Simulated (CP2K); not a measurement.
Aminooxirane has these distinct C atoms: C2 (bonded to C, N, O and H) and C3 (bonded to C, O and 2 H).

```xyz
9

N     1.3221   -0.1101    0.4043
C     0.0856   -0.4608   -0.1896
C    -1.1540    0.2566    0.1177
O    -0.5432    0.4219   -1.1936
H     1.3675    0.8835    0.6322
H     2.1119   -0.3438   -0.1978
H     0.0275   -1.5164   -0.4664
H    -2.1128   -0.2704    0.1287
H    -1.1046    1.1396    0.7644
```

Their partial C K spectra (CP2K XAS_TDP, all-electron GAPW, PBEh(45%), aug-cc-pVDZ, TDA, GW2X-corrected core level, no relativity) are given in random order, each times the number of alike atoms.

Gaussian full width 0.5 eV, oscillator strength per eV, alike atoms added, rows of zeros left out:

| E (eV) | curve 1 | curve 2 |
| --- | --- | --- |
| 290.50 | 0.000 | 0.008 |
| 290.75 | 0.000 | 0.049 |
| 291.00 | 0.000 | 0.079 |
| 291.25 | 0.000 | 0.034 |
| 291.50 | 0.003 | 0.014 |
| 291.75 | 0.039 | 0.024 |
| 292.00 | 0.114 | 0.038 |
| 292.25 | 0.100 | 0.027 |
| 292.50 | 0.041 | 0.006 |
| 292.75 | 0.015 | 0.011 |
| 293.00 | 0.020 | 0.034 |
| 293.25 | 0.023 | 0.035 |
| 293.50 | 0.013 | 0.017 |
| 293.75 | 0.003 | 0.006 |
| 294.00 | 0.002 | 0.012 |
| 294.25 | 0.005 | 0.033 |
| 294.50 | 0.011 | 0.036 |
| 294.75 | 0.027 | 0.023 |
| 295.00 | 0.033 | 0.019 |
| 295.25 | 0.017 | 0.008 |
| 295.50 | 0.010 | 0.004 |
| 295.75 | 0.014 | 0.016 |
| 296.00 | 0.033 | 0.021 |
| 296.25 | 0.038 | 0.010 |
| 296.50 | 0.018 | 0.005 |
| 296.75 | 0.007 | 0.004 |
| 297.00 | 0.005 | 0.006 |
| 297.25 | 0.008 | 0.007 |
| 297.50 | 0.017 | 0.012 |
| 297.75 | 0.015 | 0.011 |
| 298.00 | 0.008 | 0.006 |
| 298.25 | 0.011 | 0.009 |
| 298.50 | 0.024 | 0.014 |
| 298.75 | 0.021 | 0.010 |
| 299.00 | 0.023 | 0.010 |
| 299.25 | 0.019 | 0.019 |
| 299.50 | 0.012 | 0.017 |
| 299.75 | 0.012 | 0.005 |
| 300.00 | 0.013 | 0.001 |
| 300.25 | 0.019 | 0.006 |
| 300.50 | 0.018 | 0.022 |

Which curve belongs to which atom?

Curve 1: C2 (bonded to C, N, O and H), leading line at 292.06 eV (f = 0.061 an atom), ionisation energy 294.44 eV, term value 2.38 eV. Curve 2: C3 (bonded to C, O and 2 H), leading line at 290.96 eV (f = 0.043 an atom), ionisation energy 293.67 eV, term value 2.71 eV. The leading line of an atom is its first one with 35 % of the strongest within 2.5 eV of its lowest line over the strength cut. A line lies at the core ionisation energy, which rises as an atom loses charge to its neighbours or to a π system, less the term value, which is large for a low π* or σ* orbital with weight on that atom.

[Banner, clock and machine lines of the logs are left out without a mark of their own.]

[Logs are printed without paths, hosts, clocks, repeated set-up lines and the standing remarks that a program may print on its own settings, such as how far it seeks lower states.]

[Hosts, paths, dates, database ids (printed as entryN), source tags and the programs' standing remarks are cut or masked in the printed files.]
